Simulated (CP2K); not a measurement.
The C K edge of formylpyrazine was computed by TDDFT (CP2K XAS_TDP, aug-cc-pVDZ, TDA) at these levels: BHandHLYP, PBEh(45%) and PBEh(45%) + GW2X. The first three lines of C2 (bonded to C, O and H) with a strength over 0.0015, energy in eV and strength:

```tsv
run	first	second	third
1	281.32 (0.060)	285.41 (0.003)	286.48 (0.009)
2	288.03 (0.059)	292.12 (0.003)	293.19 (0.009)
3	283.67 (0.079)	285.80 (0.005)	288.76 (0.003)
```

Q: Which run is which?

Run 1: PBEh(45%) (45 % exact exchange). Run 2: PBEh(45%) + GW2X (45 % exact exchange). Run 3: BHandHLYP (50 % exact exchange). Self-interaction lifts the core level, so the uncorrected lines rise with the share of exact exchange. The GW2X run keeps the spacings of its parent: 4.09 eV between the first two lines in run 2, 4.09 eV in run 1. Its shift is +6.71 eV, since the Kohn–Sham level at this share of exchange lies that far above the quasiparticle level.

[Banner, clock and machine lines of the logs are left out without a mark of their own.]

[Logs are printed without paths, hosts, clocks, repeated set-up lines and the standing remarks that a program may print on its own settings, such as how far it seeks lower states.]

[Hosts, paths, dates, database ids (printed as entryN), source tags and the programs' standing remarks are cut or masked in the printed files.]
